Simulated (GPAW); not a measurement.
## Diamond (Fd-3m, 2 atoms a cell): G0W0 on several meshes in GPAW

Wanted: mesh dependence and cost of G0W0 for Diamond (Fd-3m, 2 atoms a cell).

Main program and level: GPAW 26.7.0; LDA and many-body steps on it, plane waves.

Most raw output is cut from this account.

**1. The starting structure**

It takes space group Fd-3m (No. 227, cubic). The conventional cell has a = 3.567 Å, b = 3.567 Å, c = 3.567 Å, α = 90.00°, β = 90.00°, γ = 90.00°. Nearest to C lie 4 C at 1.54 Å.

Coordinates:

```cif
data_structure
_symmetry_space_group_name_H-M 'P 1'
_symmetry_Int_Tables_number 1
_cell_length_a 2.5221
_cell_length_b 2.5221
_cell_length_c 2.5221
_cell_angle_alpha 60.000
_cell_angle_beta 60.000
_cell_angle_gamma 60.000
_cell_volume 11.34
loop_
_atom_site_label
_atom_site_type_symbol
_atom_site_fract_x
_atom_site_fract_y
_atom_site_fract_z
_atom_site_occupancy
C1 C 0.00000 0.00000 0.00000 1
C2 C 0.25000 0.25000 0.25000 1
```

The cell and positions come from the Crystallography Open Database and are kept as given unless a step says otherwise.

**2. Empty states on the mesh, 8×8×8 mesh, 178 bands**

This step: GPAW 26.7.0; DFT, LDA, plane waves, PAW.

The sums over transitions need many empty states on a uniform mesh; this step solves for them.

run.py reads:

```python
import json
import numpy as np
from gpaw.mpi import world
from gpaw import GPAW

calc = GPAW('gs.gpw').fixed_density(kpts={'size': (8, 8, 8), 'gamma': True},
    parallel={'domain': 1, 'band': 1},
    txt='nscf.txt')
calc.diagonalize_full_hamiltonian(nbands=178)
calc.write('full.gpw', mode='all')
res = {}
kpts = calc.get_ibz_k_points()
res['kpts'] = kpts
res['eigenvalues'] = [calc.get_eigenvalues(kpt=k) for k in range(len(kpts))]
res['n_electrons'] = calc.get_number_of_electrons()

if world.rank == 0:
    with open('result.json', 'w') as f:
        json.dump(res, f, default=lambda x: x.tolist())
```

Run with:

```console
$ mpirun -n 8 gpaw python run.py
```

The job ended after 2.8 s (8 MPI ranks of Intel Xeon 6975P-C (Granite Rapids), shared host; peak memory 1.1 GiB).

Numbers from this step:

| Item | Value |
| --- | --- |
| gap | 4.102 eV |
| k of the valence top | 0, 0, 0 |
| k of the conduction bottom | 0.375, 0.375, 0 |
| least direct gap | 5.548 eV |
| k points computed | 29 |
| lowest point of the top converged band, above the valence top | 331.5110 eV |

On this mesh the gap is 4.102 eV.

**3. 8×8×8**

G0W0 replaces the xc potential by the self-energy, built once from these orbitals. Only a window of levels is corrected, while the sums run over the empty bands that the input names.

This step: G0W0 on LDA, plane waves, PAW.

run.py reads:

```python
import json
import numpy as np
from gpaw.mpi import world
from gpaw.response.g0w0 import G0W0

gw = G0W0('full.gpw',
    filename='gw',
    kpts=[0, 12],
    bands=(2, 6),
    ecut=210,
    nbands=78,
    integrate_gamma='WS',
    ppa=True)
gw.calculate()
res = {mode: {k: v for k, v in r.items() if k != 'sigma_eskwn'}
       for mode, r in gw.all_results.items()}

if world.rank == 0:
    with open('result.json', 'w') as f:
        json.dump(res, f, default=lambda x: x.tolist())
```

Run with:

```console
$ mpirun -n 8 gpaw python run.py
```

The job ended after 24 s (8 MPI ranks; peak memory 1.7 GiB; 3.2 min of CPU time).

This step gave:

* G0W0 gap on the points computed: 5.411 eV
* least direct G0W0 gap on the computed points: 7.308 eV
* Z at the valence top: 0.8292
* Z at the conduction bottom: 0.8407
* starting gap on the mesh: 4.102 eV
* k of the valence top: 0, 0, 0
* k of the conduction bottom: 0.375, 0.375, 0

The gap on the mesh goes from 4.10 eV to 5.41 eV, a correction of +1.31 eV.

**4. Empty states on the mesh, 6×6×6 mesh, 88 bands**

This step: DFT, LDA, plane waves, PAW.

run.py reads:

```python
import json
import numpy as np
from gpaw.mpi import world
from gpaw import GPAW

calc = GPAW('gs.gpw').fixed_density(kpts={'size': (6, 6, 6), 'gamma': True},
    parallel={'domain': 1, 'band': 1},
    txt='nscf.txt')
calc.diagonalize_full_hamiltonian(nbands=88)
calc.write('full.gpw', mode='all')
res = {}
kpts = calc.get_ibz_k_points()
res['kpts'] = kpts
res['eigenvalues'] = [calc.get_eigenvalues(kpt=k) for k in range(len(kpts))]
res['n_electrons'] = calc.get_number_of_electrons()

if world.rank == 0:
    with open('result.json', 'w') as f:
        json.dump(res, f, default=lambda x: x.tolist())
```

Run with:

```console
$ mpirun -n 8 gpaw python run.py
```

It took 2.6 s on 8 MPI ranks; peak memory 1.1 GiB; 18 s of CPU time.

This step gave:

| Item | Value |
| --- | --- |
| gap | 4.126 eV |
| k of the valence top | 0, 0, 0 |
| k of the conduction bottom | 0.3333, 0.3333, 0 |
| least direct gap | 5.548 eV |
| k points computed | 16 |
| lowest point of the top converged band, above the valence top | 193.0964 eV |

On this mesh the gap is 4.126 eV.

**5. 6×6×6**

This step: G0W0 on LDA, plane waves, PAW.

run.py reads:

```python
import json
import numpy as np
from gpaw.mpi import world
from gpaw.response.g0w0 import G0W0

gw = G0W0('full.gpw',
    filename='gw',
    kpts=[0, 5],
    bands=(2, 6),
    ecut=210,
    nbands=78,
    integrate_gamma='WS',
    ppa=True)
gw.calculate()
res = {mode: {k: v for k, v in r.items() if k != 'sigma_eskwn'}
       for mode, r in gw.all_results.items()}

if world.rank == 0:
    with open('result.json', 'w') as f:
        json.dump(res, f, default=lambda x: x.tolist())
```

Run with:

```console
$ mpirun -n 8 gpaw python run.py
```

Elapsed: 9.2 s, on 8 MPI ranks; peak memory 1.5 GiB; 71 s of CPU time.

This step gave:

| Item | Value |
| --- | --- |
| G0W0 gap on the points computed | 5.471 eV |
| least direct G0W0 gap on the computed points | 7.308 eV |
| Z at the valence top | 0.8289 |
| Z at the conduction bottom | 0.8394 |
| starting gap on the mesh | 4.126 eV |
| k of the valence top | 0, 0, 0 |
| k of the conduction bottom | 0.3333, 0.3333, 0 |

Against G0W0 in GPAW (8×8×8 mesh, 78 bands, screening to 210 eV, Godby-Needs plasmon pole), the gap moves by +0.060 eV.

**6. The runs together**

Times are wall times on 8 MPI ranks of Intel Xeon 6975P-C (Granite Rapids), shared host, good to a factor of about two.

| run | mesh | bands | screening cutoff (eV) | DFT gap (eV) | gap on the mesh (eV) | direct (eV) | time |
| --- | --- | --- | --- | --- | --- | --- | --- |
| 8×8×8 | 8×8×8 | 78 | 210 | 4.102 | 5.411 | 7.308 | 24 s |
| 6×6×6 | 6×6×6 | 78 | 210 | 4.126 | 5.471 | 7.308 | 9.2 s |

**7. What came out**

* 8×8×8: 5.411 eV
* 6×6×6: 5.471 eV
* known limits: not at the basis limit; coarse k mesh

In words: 6×6×6: +0.060 eV against 8×8×8, +0.024 eV of it in the start. Bands and cutoff are finite, so the gap is not at the basis limit. The miss can reach some tenths of an eV and take either sign; the mesh is an error of its own. These stock PAW sets were not made for GW. In the G0W0 runs levels were corrected at 2 k points alone, so a gap called «on the mesh» is the least over those, and an edge elsewhere would be missed.

[Paths, hosts, dates, memory and timing lines, banners, echoed tables and standing remarks are left out of the program output.]

[Logs are printed without paths, hosts, clocks, repeated set-up lines and the standing remarks that a program may print on its own settings, such as how far it seeks lower states.]

[Runs of the session that timed out or met a known fault of the program may be left out.]

[Hosts, paths, dates, database ids (printed as entryN), source tags and the programs' standing remarks are cut or masked in the printed files.]
